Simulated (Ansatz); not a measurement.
**Lattice dynamics of SmTl (Pm-3m)**

How does SmTl (Pm-3m) vibrate, and is this structure a minimum?

Program: Ansatz 0.2.0. Level of theory: DFT PBEsol, scalar-relativistic, plane waves, PAW. Results are calculated unless marked as measured.

Report form: the programs' logs are mostly left out.

In doubt: a part-filled 4f shell, where there is one, can sit in one of many states (steps 2, 3, 4, 6, 7, 8, 9), so energies may not be the lowest and differences between runs may mislead; derivatives with an open 4f shell can jump between states (steps 2, 3, 4, 6, 7, 8, 9), which bears on forces and vibrations; warnings of the run leave room for a lower electronic state (step 3), so energies may not be the lowest and differences between runs may mislead.

## Step 1: Starting point

Symmetry: Pm-3m, No. 221, cubic system. Conventional cell: a = 3.830 Å, b = 3.830 Å, c = 3.830 Å, α = 90.00°, β = 90.00°, γ = 90.00°. Nearest to Sm lie 8 Tl at 3.32 Å. Tl has 8 Sm at 3.32 Å nearest. Farther neighbours are not listed.

## Step 2: A magnetic order at the starting cell, 2 atoms

Phonons depend on the magnetic state, so simple orders are compared first, at the starting cell. This run starts ferromagnetic.

input.yaml reads:

```yaml
crystal:
  lattice:
    - [3.83, 0.0, 0.0]
    - [0.0, 3.83, 0.0]
    - [0.0, 0.0, 3.83]
  atoms:
    - { symbol: Sm, position: [0.0, 0.0, 0.0], spin: 5.0 }
    - { symbol: Tl, position: [0.5, 0.5, 0.5] }
kpoints:
  mp_grid: { grid: [8, 8, 8] }
hamiltonian:
  xc: pbesol
scf:
  occupations: { method: gaussian, width: 0.05 }
  max_iter: 100
output:
  forces: true
  stress: true
  eigenvalues: true
  populations: true
magnetization:
  spin_polarized: true
```

Started as:

```
$ ansatz run input.yaml --threads 8 --pin off --max-ram 14336MiB --backend cpu --events-out ev --progress --plain --runs-dir out
```

The job ended after 5 s (8 threads of Arm Neoverse N1, shared host; peak memory 0.43 GiB; 30 s of CPU time).

This step gave:

- magnetization: 5.865 μB
- absolute magnetization: 5.897 μB
- site moments: 5.702, -0.003821 μB
- pressure: 1.397 GPa
- volume per atom: 28.09 Å³
- gap on the k-mesh: 0 eV

The cell carries a net spin moment of 5.86 μB and an absolute one of 5.90 μB.

## Step 3: A magnetic order at the starting cell, 4 atoms

Phonons depend on the magnetic state, so simple orders are compared first, at the starting cell. This run starts antiferromagnetic, q = (0.5, 0.5, 0.5).

System of this step: SmTl (Pm-3m). It takes space group Pm-3m (No. 221, cubic). The conventional cell has a = 3.830 Å, b = 3.830 Å, c = 3.830 Å, α = 90.00°, β = 90.00°, γ = 90.00°. Nearest to Sm lie 8 Tl at 3.32 Å. Nearest to Tl lie 8 Sm at 3.32 Å. Farther neighbours are not listed.

input.yaml, the sections that differ from step 2:

```yaml
crystal:
  lattice:
    - [3.83, 3.83, 0.0]
    - [3.83, 0.0, 3.83]
    - [3.83, 0.0, -3.83]
  atoms:
    - { symbol: Sm, position: [0.0, 0.0, 0.0], spin: 5.0 }
    - { symbol: Sm, position: [0.0, 0.5, 0.5], spin: -5.0 }
    - { symbol: Tl, position: [0.5, 0.25, 0.75] }
    - { symbol: Tl, position: [0.5, 0.75, 0.25] }
# kpoints, hamiltonian, scf, output, magnetization: as in step 2
```

It took 17 s on 8 threads; peak memory 0.71 GiB; 2 min of CPU time.

The cell carries a net spin moment of 0.00 μB and an absolute one of 11.73 μB, so the moments cancel.

## Step 4: A magnetic order at the starting cell, 4 atoms (run 2)

Phonons depend on the magnetic state, so simple orders are compared first, at the starting cell. This run starts antiferromagnetic, q = (0, 0, 0.5).

input.yaml, the sections that differ from step 3:

```yaml
crystal:
  lattice:
    - [3.83, 0.0, 0.0]
    - [0.0, 3.83, 0.0]
    - [0.0, 0.0, 7.66]
  atoms:
    - { symbol: Sm, position: [0.0, 0.0, 0.0], spin: 5.0 }
    - { symbol: Sm, position: [0.0, 0.0, 0.5], spin: -5.0 }
    - { symbol: Tl, position: [0.5, 0.5, 0.25] }
    - { symbol: Tl, position: [0.5, 0.5, 0.75] }
kpoints:
  mp_grid: { grid: [8, 8, 4] }
# hamiltonian, scf, output, magnetization: as in step 3
```

It took 2 min on 8 threads; peak memory 2 GiB; 15 min of CPU time.

The cell carries a net spin moment of 11.73 μB and an absolute one of 11.79 μB.

## Step 5: The orders compared

An antiferromagnetic start is carried into the relaxation if it ends more than 3 meV per atom below the ferromagnetic start.

Numbers from this step:

| Item | Value |
| --- | --- |
| start carried on | ferromagnetic |

Orders, by row:

| starting order | atoms | energy from the first start (meV/atom) | largest moment (μB) | gap on mesh (eV) | net moment of the cell (μB) | order kept |
| --- | --- | --- | --- | --- | --- | --- |
| ferromagnetic | 2 | 0 | 5.7 | 0 | 5.86 | yes |
| antiferromagnetic, q = (0.5, 0.5, 0.5) | 4 | 5.7 | 5.71 | 0 | 0 | yes |
| antiferromagnetic, q = (0, 0, 0.5) | 4 | 0 | 5.7 | 0 | -11.73 | no |

The start carried on is the ferromagnetic one.

## Step 6: Relaxation

The cell and atoms are relaxed, since residual forces and stress would shift the frequencies.

System of this step: SmTl (Pm-3m). The structure is cubic, space group Pm-3m (No. 221). The conventional cell has a = 3.830 Å, b = 3.830 Å, c = 3.830 Å, α = 90.00°, β = 90.00°, γ = 90.00°. Sm has 8 Tl at 3.32 Å nearest. Nearest to Tl lie 8 Sm at 3.32 Å. Farther neighbours are not listed.

input.yaml, the sections that differ from step 4:

```yaml
crystal:
  lattice:
    - [3.83, 0.0, 0.0]
    - [0.0, 3.83, 0.0]
    - [0.0, 0.0, 3.83]
  atoms:
    - { symbol: Sm, position: [0.0, 0.0, 0.0], spin: 6.37 }
    - { symbol: Tl, position: [0.5, 0.5, 0.5] }
kpoints:
  mp_grid: { grid: [12, 12, 12] }
scf:
  occupations: { method: gaussian, width: 0.1 }
relax:
  adjacent_minimum: "off"
  f_tol: 0.005
  max_steps: 80
  cell: { stress_tol: 0.05 }
# hamiltonian, output, magnetization: as in step 4
```

It took 17 s on 8 threads; peak memory 0.58 GiB; 1.9 min of CPU time.

Relaxation path:

| step | energy less that of the first step (eV) | largest force component (eV/Å) | pressure (GPa) | volume (Å³) |
| --- | --- | --- | --- | --- |
| 1 | 0.0000 | 0.0000 | 1.48 | 56.18 |
| 2 | -0.0077 | 0.0000 | -0.09 | 58.18 |
| 3 | -0.0078 | 0.0000 | 0.00 | 58.07 |
| 4* | -0.0084 | 0.0000 | -0.01 | 58.07 |

Relaxation steps marked * repeat the geometry before them on a plane-wave basis chosen anew for their cell, so energy and pressure can jump there.

Forces are held to the 48 operations that the run works with; a distortion that breaks them can't arise in this run.

| conventional cell, symmetrised | before | after | change |
| --- | --- | --- | --- |
| a (Å) | 3.830 | 3.872 | +1.1 % |
| b (Å) | 3.830 | 3.872 | +1.1 % |
| c (Å) | 3.830 | 3.872 | +1.1 % |
| volume (Å³/atom) | 28.09 | 29.03 | +3.4 % |

Final coordinates:

```xyz
2
Lattice="3.8724 0.0000 0.0000 0.0000 3.8724 0.0000 0.0000 0.0000 3.8724" Properties=species:S:1:pos:R:3 pbc="T T T"
Sm    0.0000    0.0000    0.0000
Tl    1.9362    1.9362    1.9362
```

This step gave:

* magnetization: 5.997 μB
* absolute magnetization: 6.002 μB
* site moments: 5.753, 0.02570 μB
* pressure: -0.005154 GPa
* volume per atom: 29.03 Å³

In this step the volume went from 28.09 to 29.03 Å³/atom.

## Step 7: Tight relaxation

Phonons need a cell at rest on their own settings, so the relaxation is repeated with tight tolerances on forces and stress on the k mesh and occupations of the first response run.

input.yaml reads:

```yaml
crystal:
  lattice:
    - [3.8723664045, 0.0, 0.0]
    - [0.0, 3.8723664045, 0.0]
    - [0.0, 0.0, 3.8723664045]
  atoms:
    - { symbol: Sm, position: [0.0, 0.0, 0.0], spin: 6.33 }
    - { symbol: Tl, position: [0.5, 0.5, 0.5] }
kpoints:
  mp_grid: { grid: [12, 12, 12] }
hamiltonian:
  xc: pbesol
scf:
  occupations: { method: gaussian, width: 0.15 }
output:
  forces: true
  stress: true
  eigenvalues: true
  populations: true
  write_density: true
  write_potential: true
  elf: true
  volumetric_format: npy
magnetization:
  spin_polarized: true
relax:
  adjacent_minimum: "off"
  f_tol: 0.001
  max_steps: 60
  cell: { stress_tol: 0.01 }
```

Wall time 15 s (8 threads); peak memory 0.58 GiB.

Little changed from the start: no atom moved by 0.005 Å and no cell edge by 0.1 %.

This step gave:

```
magnetization          : 5.995 μB
absolute magnetization : 6.000 μB
site moments           : 5.750, 0.02598 μB
pressure               : 1.46e-4 GPa
volume per atom        : 29.06 Å³
```

Spin density in the ac plane at fractional y = 0.500, with atoms of Tl within 0.2 Å of it.

Values in units of 1e-2 e/Å³, 14 rows by 14 columns, each cell a mean:
```
 1.5  1.4  1.1  0.8  0.5  0.2  0.1  0.0  0.1  0.3  0.5  0.8  1.2  1.4
 1.2  1.2  0.9  0.7  0.4  0.2  0.0  0.0  0.0  0.2  0.5  0.7  1.0  1.2
 0.9  0.8  0.7  0.5  0.3  0.1 -0.1 -0.1  0.0  0.2  0.4  0.6  0.7  0.8
 0.6  0.5  0.5  0.3  0.2  0.0 -0.1 -0.1 -0.1  0.0  0.2  0.4  0.5  0.5
 0.3  0.3  0.2  0.1  0.0 -0.1  0.2  0.5  0.1 -0.1  0.0  0.2  0.2  0.3
 0.1  0.1  0.0 -0.1 -0.1  0.2  0.8  1.1  0.6  0.1 -0.1  0.0  0.0  0.1
 0.0  0.0 -0.1 -0.1  0.0  0.7  1.2  1.4  1.1  0.5 -0.1 -0.1  0.0  0.0
 0.1  0.1  0.0 -0.1 -0.1  0.4  0.9  1.2  0.8  0.2 -0.1 -0.1  0.0  0.1
 0.2  0.2  0.1  0.0 -0.1  0.0  0.4  0.7  0.2 -0.1  0.0  0.1  0.2  0.2
 0.5  0.4  0.4  0.3  0.1 -0.1 -0.1  0.0 -0.1  0.0  0.2  0.3  0.4  0.5
 0.8  0.7  0.6  0.5  0.3  0.0 -0.1 -0.1 -0.1  0.1  0.3  0.5  0.7  0.8
 1.1  1.0  0.9  0.6  0.4  0.1  0.0 -0.1  0.0  0.2  0.5  0.7  0.9  1.1
 1.4  1.3  1.0  0.7  0.4  0.2  0.1  0.0  0.1  0.3  0.5  0.8  1.2  1.4
 1.6  1.4  1.1  0.8  0.5  0.2  0.1  0.0  0.1  0.3  0.6  0.9  1.2  1.5
```
Columns run along a (3.9 Å), rows up along c (3.9 Å). Atoms in or near the plane, at fractional coordinates: Tl at (0.50, 0.50).

Valence density in the ac plane at fractional y = 0.500, with atoms of Tl within 0.2 Å of it. It is the smooth field of the valence electrons, not physical close to the nuclei.

Values in e/Å³, 14 rows by 14 columns, each cell a mean:
```
0.1 0.1 0.1 0.1 0.1 0.1 0.1 0.1 0.1 0.1 0.1 0.1 0.1 0.1
0.1 0.1 0.1 0.1 0.1 0.2 0.2 0.2 0.2 0.1 0.1 0.1 0.1 0.1
0.1 0.1 0.1 0.1 0.2 0.3 0.4 0.4 0.4 0.3 0.2 0.1 0.1 0.1
0.1 0.1 0.1 0.2 0.4 0.7 1.0 1.2 1.0 0.6 0.3 0.2 0.1 0.1
0.1 0.1 0.2 0.3 0.7 1.6 2.6 3.0 2.4 1.3 0.6 0.3 0.1 0.1
0.1 0.1 0.2 0.5 1.3 3.1 5.1 6.2 4.7 2.4 1.0 0.4 0.2 0.1
0.1 0.1 0.2 0.6 1.6 3.9 6.9 8.4 6.2 3.0 1.2 0.4 0.2 0.1
0.1 0.1 0.2 0.5 1.4 3.4 5.7 6.9 5.1 2.6 1.0 0.4 0.2 0.1
0.1 0.1 0.2 0.4 0.9 2.1 3.4 3.9 3.1 1.6 0.7 0.3 0.2 0.1
0.1 0.1 0.1 0.2 0.5 0.9 1.4 1.6 1.3 0.7 0.4 0.2 0.1 0.1
0.1 0.1 0.1 0.2 0.2 0.4 0.5 0.6 0.5 0.3 0.2 0.1 0.1 0.1
0.1 0.1 0.1 0.1 0.1 0.2 0.2 0.2 0.2 0.2 0.1 0.1 0.1 0.1
0.1 0.1 0.1 0.1 0.1 0.1 0.1 0.1 0.1 0.1 0.1 0.1 0.1 0.1
0.1 0.1 0.1 0.1 0.1 0.1 0.1 0.1 0.1 0.1 0.1 0.1 0.1 0.1
```
Columns run along a (3.9 Å), rows up along c (3.9 Å). Atoms in or near the plane, at fractional coordinates: Tl at (0.50, 0.50).

ELF in the ac plane at fractional y = 0.500, with atoms of Tl within 0.2 Å of it. It is the smooth field of the valence electrons, not physical close to the nuclei.

Values, 14 rows by 14 columns, each cell a mean:
```
0.10 0.12 0.18 0.26 0.32 0.34 0.34 0.34 0.34 0.34 0.30 0.24 0.16 0.12
0.14 0.17 0.24 0.31 0.34 0.35 0.34 0.34 0.34 0.35 0.34 0.29 0.21 0.16
0.22 0.25 0.31 0.35 0.36 0.34 0.34 0.34 0.34 0.35 0.36 0.34 0.29 0.24
0.29 0.31 0.35 0.36 0.35 0.37 0.38 0.37 0.38 0.36 0.35 0.36 0.34 0.30
0.33 0.34 0.35 0.35 0.37 0.35 0.26 0.22 0.28 0.37 0.36 0.35 0.35 0.34
0.34 0.34 0.34 0.35 0.37 0.21 0.06 0.03 0.08 0.28 0.38 0.34 0.34 0.34
0.35 0.34 0.33 0.35 0.36 0.14 0.02 0.01 0.03 0.22 0.37 0.34 0.34 0.34
0.35 0.34 0.34 0.35 0.37 0.18 0.04 0.02 0.06 0.26 0.38 0.34 0.34 0.34
0.34 0.34 0.35 0.34 0.38 0.31 0.18 0.14 0.21 0.35 0.37 0.34 0.35 0.34
0.30 0.32 0.35 0.35 0.36 0.38 0.37 0.36 0.37 0.37 0.35 0.36 0.34 0.32
0.24 0.27 0.32 0.36 0.35 0.34 0.35 0.35 0.35 0.35 0.36 0.35 0.31 0.26
0.16 0.19 0.26 0.32 0.35 0.35 0.34 0.33 0.34 0.35 0.35 0.31 0.24 0.18
0.11 0.13 0.19 0.27 0.32 0.34 0.34 0.34 0.34 0.34 0.31 0.25 0.17 0.12
0.09 0.11 0.16 0.24 0.30 0.34 0.35 0.35 0.34 0.33 0.29 0.22 0.14 0.10
```
Columns run along a (3.9 Å), rows up along c (3.9 Å). Atoms in or near the plane, at fractional coordinates: Tl at (0.50, 0.50).

The forces vanish by symmetry and the pressure is 0.000 GPa, within the tolerances set. The cell now holds 29.06 Å³/atom.

## Step 8: Modes at Γ

The zone centre comes first: it holds the modes that light can see, as far as symmetry allows. No field response is asked, since the mesh shows no gap.

input.yaml, the sections that differ from step 7:

```yaml
crystal:
  lattice:
    - [3.8734912457, 0.0, 0.0]
    - [0.0, 3.8734912457, 0.0]
    - [0.0, 0.0, 3.8734912457]
  atoms:
    - { symbol: Sm, position: [0.0, 0.0, 0.0], spin: 6.33 }
    - { symbol: Tl, position: [0.5, 0.5, 0.5] }
output:
  eigenvalues: true
  populations: true
phonons:
  method: dfpt
# kpoints, hamiltonian, scf, magnetization: as in step 7
# relax: removed
```

It took 38 s on 8 threads; peak memory 1.5 GiB.

Numbers from this step:

* sum-rule residual before enforcement: 3.58e-5 eV/Å²
* point group: m-3m
* highest optical mode at the zone centre (no LO-TO term): 85.69 cm⁻¹
* lowest optical zone-centre mode: 85.69 cm⁻¹

Patterns of degenerate modes are one choice out of their space. Modes at Γ, with each element's share of the kinetic energy:

| mode | frequency (cm⁻¹) | symmetry | Sm % | Tl % |
| --- | --- | --- | --- | --- |
| 1 | 0.0 | acoustic | 42 | 58 |
| 2 | 0.0 | acoustic | 42 | 58 |
| 3 | 0.0 | acoustic | 42 | 58 |
| 4 | 85.7 | T1u | 58 | 42 |
| 5 | 85.7 | T1u | 58 | 42 |
| 6 | 85.7 | T1u | 58 | 42 |

Displacements in mode 6 (85.7 cm⁻¹), the largest set to 1:
```
Sm1  1.00  0.00  0.00
Tl2 -0.74  0.00  0.00
```

Before it was imposed, the acoustic sum rule was missed by 3.6e-5 eV/Å². Small misses are needed for a sound result but don't prove that mesh and cutoff are converged. The lowest optical mode is real, 85.7 cm⁻¹.

## Step 9: The dispersion

Stability and thermal properties need the whole zone. Linear response on a 4×4×4 q mesh gives force constants as far as a supercell of that size would.

Changes to input.yaml since step 8:

```diff
@@ -21 +21,8 @@
   method: dfpt
+  qmesh: [4, 4, 4]
+  temperatures: { t_max: 1000, t_step: 50 }
+  qpath:
+    path:
+      - [[0.0, 0.0, 0.0], [0.0, 0.5, 0.0], [0.5, 0.5, 0.0], [0.0, 0.0, 0.0], [0.5, 0.5, 0.5], [0.0, 0.5, 0.0]]
+      - [[0.5, 0.5, 0.5], [0.5, 0.5, 0.0]]
+    npoints: 10
```

It took 16 min on 8 threads; peak memory 5.8 GiB.

This step gave:

| Property | Result |
| --- | --- |
| sum-rule residual before enforcement | 4.47e-5 eV/Å² |
| lowest frequency on the path | -13.09 cm⁻¹ |
| highest frequency on the path or at a solved wavevector | 103.5 cm⁻¹ |
| lowest mode on the q mesh (acoustic modes at Γ apart) | -13.09 cm⁻¹ |

Frequencies (cm⁻¹) solved at each irreducible wavevector; negative means imaginary. Frequencies by wavevector, by row:

| q in reciprocal lattice units | star | mode 1 | mode 2 | mode 3 | mode 4 | mode 5 | mode 6 |
| --- | --- | --- | --- | --- | --- | --- | --- |
| 0 0 0 | 1 | 0 | 0 | 0 | 85.7 | 85.7 | 85.7 |
| 0 0 0.25 | 6 | 36.7 | 36.7 | 43.5 | 80.5 | 80.5 | 86.5 |
| 0 0 -0.5 | 3 | 57.8 | 59 | 59 | 69.8 | 69.8 | 85.9 |
| 0 0.25 0.25 | 12 | 19.3 | 45.6 | 59.5 | 73.8 | 78.4 | 94.4 |
| 0 0.25 -0.5 | 12 | 32.5 | 40.9 | 60 | 60.7 | 90.5 | 94.1 |
| 0 -0.5 -0.5 | 3 | -13.1 | -13.1 | 50.6 | 61 | 103.5 | 103.5 |
| 0.25 0.25 0.25 | 8 | 41.7 | 41.7 | 48.7 | 81.5 | 88 | 88 |
| 0.25 0.25 -0.5 | 12 | 21.7 | 43.9 | 60.8 | 77.5 | 87.7 | 94.8 |
| 0.25 -0.5 -0.5 | 6 | 35.7 | 35.7 | 64 | 72.1 | 94.7 | 94.7 |
| -0.5 -0.5 -0.5 | 1 | 58.1 | 58.1 | 58.1 | 82.8 | 82.8 | 82.8 |

Interpolated from a 4×4×4 q mesh. Phonon branches along the path, in cm⁻¹:

| point | branch 1 | branch 2 | branch 3 | branch 4 | branch 5 | branch 6 |
| --- | --- | --- | --- | --- | --- | --- |
| Γ | 0 | 0 | 0 | 86 | 86 | 86 |
| halfway | 37 | 37 | 44 | 80 | 80 | 86 |
| X | 58 | 59 | 59 | 70 | 70 | 86 |
| halfway | 33 | 41 | 60 | 61 | 90 | 94 |
| M | -13 | -13 | 51 | 61 | 104 | 104 |
| halfway | 19 | 46 | 60 | 74 | 78 | 94 |
| Γ | 0 | 0 | 0 | 86 | 86 | 86 |
| halfway | 42 | 42 | 49 | 82 | 88 | 88 |
| R | 58 | 58 | 58 | 83 | 83 | 83 |
| halfway | 22 | 44 | 61 | 78 | 88 | 95 |
| X | 58 | 59 | 59 | 70 | 70 | 86 |
| jump to R | 58 | 58 | 58 | 83 | 83 | 83 |
| halfway | 36 | 36 | 64 | 72 | 95 | 95 |
| M | -13 | -13 | 51 | 61 | 104 | 104 |

Tetrahedra on a 16×16×16 mesh, mean over bins of 1 cm-1. Interpolated from a 4×4×4 q mesh. The phonon density of states by wavenumber; read off at these points:

| wavenumber (cm⁻¹) | phonon density of states (1/cm⁻¹/cell) |
| --- | --- |
| -13.5 | 0 |
| -10.5 | 4.7e-4 |
| -7.5 | 0.00125 |
| -4.5 | 0.00139 |
| -0.5 | 0.00161 |
| 2.5 | 0.00207 |
| 5.5 | 0.00283 |
| 8.5 | 0.00464 |
| 11.5 | 0.00746 |
| 14.5 | 0.0136 |
| 18.5 | 0.0251 |
| 21.5 | 0.0442 |
| 24.5 | 0.0559 |
| 27.5 | 0.0621 |
| 29.5 | 0.0635 |
| 30.5 | 0.0591 |
| 33.5 | 0.0503 |
| 37.5 | 0.0498 |
| 40.5 | 0.0536 |
| 43.5 | 0.0738 |
| 46.5 | 0.0651 |
| 49.5 | 0.0507 |
| 52.5 | 0.0527 |
| 56.5 | 0.112 |
| 58.5 | 0.161 |
| 59.5 | 0.132 |
| 62.5 | 0.0540 |
| 65.5 | 0.0253 |
| 68.5 | 0.0335 |
| 71.5 | 0.0518 |
| 74.5 | 0.0998 |
| 75.5 | 0.0824 |
| 78.5 | 0.0828 |
| 81.5 | 0.0856 |
| 84.5 | 0.0721 |
| 87.5 | 0.100 |
| 90.5 | 0.137 |
| 91.5 | 0.140 |
| 94.5 | 0.128 |
| 97.5 | 0.0612 |
| 100.5 | 0.0311 |
| 103.5 | 6.4e-4 |

The partial phonon density of states has structure finer than the step of the table below, so its rows give means over 5 cm⁻¹, whole bins alone (the curve runs from -22.2 to 116 cm⁻¹). Peaks (cm⁻¹: height): Sm 55.3: 0.0259, 91.0: 0.0887; Tl 58.8: 0.0982, 91.9: 0.0399.

Phonopy on the run's constants, 15x15x15 mesh, Gaussian sigma 2.0 cm-1. Interpolated from a 4×4×4 q mesh. The partial phonon density of states by wavenumber; means over each step; values in 1/cm⁻¹/cell:

| wavenumber (cm⁻¹) | Sm | Tl |
| --- | --- | --- |
| -15 | 1.1e-4 | 2.2e-4 |
| -10 | 3.9e-4 | 7.9e-4 |
| -5 | 4.5e-4 | 9.1e-4 |
| 0 | 5.8e-4 | 0.00111 |
| 5 | 0.00113 | 0.00211 |
| 10 | 0.00220 | 0.00378 |
| 15 | 0.00633 | 0.0110 |
| 20 | 0.0132 | 0.0226 |
| 25 | 0.0197 | 0.0335 |
| 30 | 0.0201 | 0.0356 |
| 35 | 0.0178 | 0.0333 |
| 40 | 0.0180 | 0.0371 |
| 45 | 0.0197 | 0.0435 |
| 50 | 0.0184 | 0.0428 |
| 55 | 0.0241 | 0.0687 |
| 60 | 0.0155 | 0.0853 |
| 65 | 0.0165 | 0.0246 |
| 70 | 0.0375 | 0.0102 |
| 75 | 0.0629 | 0.0164 |
| 80 | 0.0615 | 0.0198 |
| 85 | 0.0606 | 0.0239 |
| 90 | 0.0835 | 0.0366 |
| 95 | 0.0693 | 0.0317 |
| 100 | 0.0267 | 0.0126 |
| 105 | 0.00367 | 0.00177 |
| 110 | 2.6e-5 | 1.4e-5 |

Second derivatives of the energy by pair, one row for each kind of neighbour of each atom listed. Each entry sums the pair over the periodic images of the supercell that the q mesh stands for, and in a polar crystal it holds the long-range dipole part too. Force constants by pair, by row:

| atom | neighbour | distance (Å) | third of the trace (eV/Å²) | along the pair's line (eV/Å²) |
| --- | --- | --- | --- | --- |
| Sm1 | itself | 0 | 3.085 | – |
| Sm1 | Tl | 3.355 | -0.2854 | -1.05 |
| Sm1 | Sm | 3.873 | -0.0939 | -0.3943 |
| Sm1 | Sm | 5.478 | 0.0013 | 0.0494 |
| Sm1 | Tl | 6.423 | -0.0027 | 0.0096 |
| Sm1 | Sm | 6.709 | -0.0255 | -0.0793 |
| Tl2 | itself | 0 | 2.687 | – |
| Tl2 | Sm | 3.355 | -0.2854 | -1.05 |
| Tl2 | Tl | 3.873 | -0.0164 | 0.0236 |
| Tl2 | Tl | 5.478 | -0.0047 | -0.0242 |
| Tl2 | Sm | 6.423 | -0.0027 | 0.0096 |
| Tl2 | Tl | 6.709 | -2.00e-4 | 0.0176 |

Symmetry leaves 10 wavevectors to solve. The lowest mode among them, the acoustic zeros apart, lies at q = (0, -0.5, -0.5) and is imaginary, 13.1i cm⁻¹, so the energy falls along it.

## Step 10: Summary of results

```json
{
  "space group after relaxation (within 0.01 Å)": "Pm-3m",
  "volume per atom": "29.1 Å³",
  "electronic character": "no gap on this mesh",
  "highest optical mode at the zone centre (no LO-TO term)": "85.7 cm⁻¹",
  "lowest optical zone-centre mode": "85.7 cm⁻¹",
  "lowest mode on the q mesh (acoustic modes at Γ apart)": "-13.1 cm⁻¹",
  "highest frequency on the path or at a solved wavevector": "104 cm⁻¹",
  "imaginary modes on the 4×4×4 q mesh": "yes",
  "net magnetic moment of the cell as run": "5.99 μB"
}
```

What this shows: Modes are clearly imaginary (beyond 10i cm⁻¹) at 1 of the 10 irreducible wavevectors, most at q = (0, -0.5, -0.5) (13.1i cm⁻¹), so this structure is not a minimum of the energy. The optical modes at Γ form one degenerate level at 86 cm⁻¹. The magnetic state is the one that the run reached from its starting moments; a lower one was not ruled out. With no gap, or one that is small against the smearing, the frequencies hang on the k mesh and the smearing, most of all near Kohn anomalies. The 4f shell is treated without a U, so valence and screening may be off. Spin-orbit coupling is left out, which can matter for the heavy elements here. These are harmonic frequencies at zero temperature: anharmonic shifts, linewidths and thermal expansion are left out.

[Logs are printed without paths, hosts, clocks, repeated set-up lines and the standing remarks that a program may print on its own settings, such as how far it seeks lower states.]

[Hosts, paths, dates, database ids (printed as entryN), source tags and the programs' standing remarks are cut or masked in the printed files.]
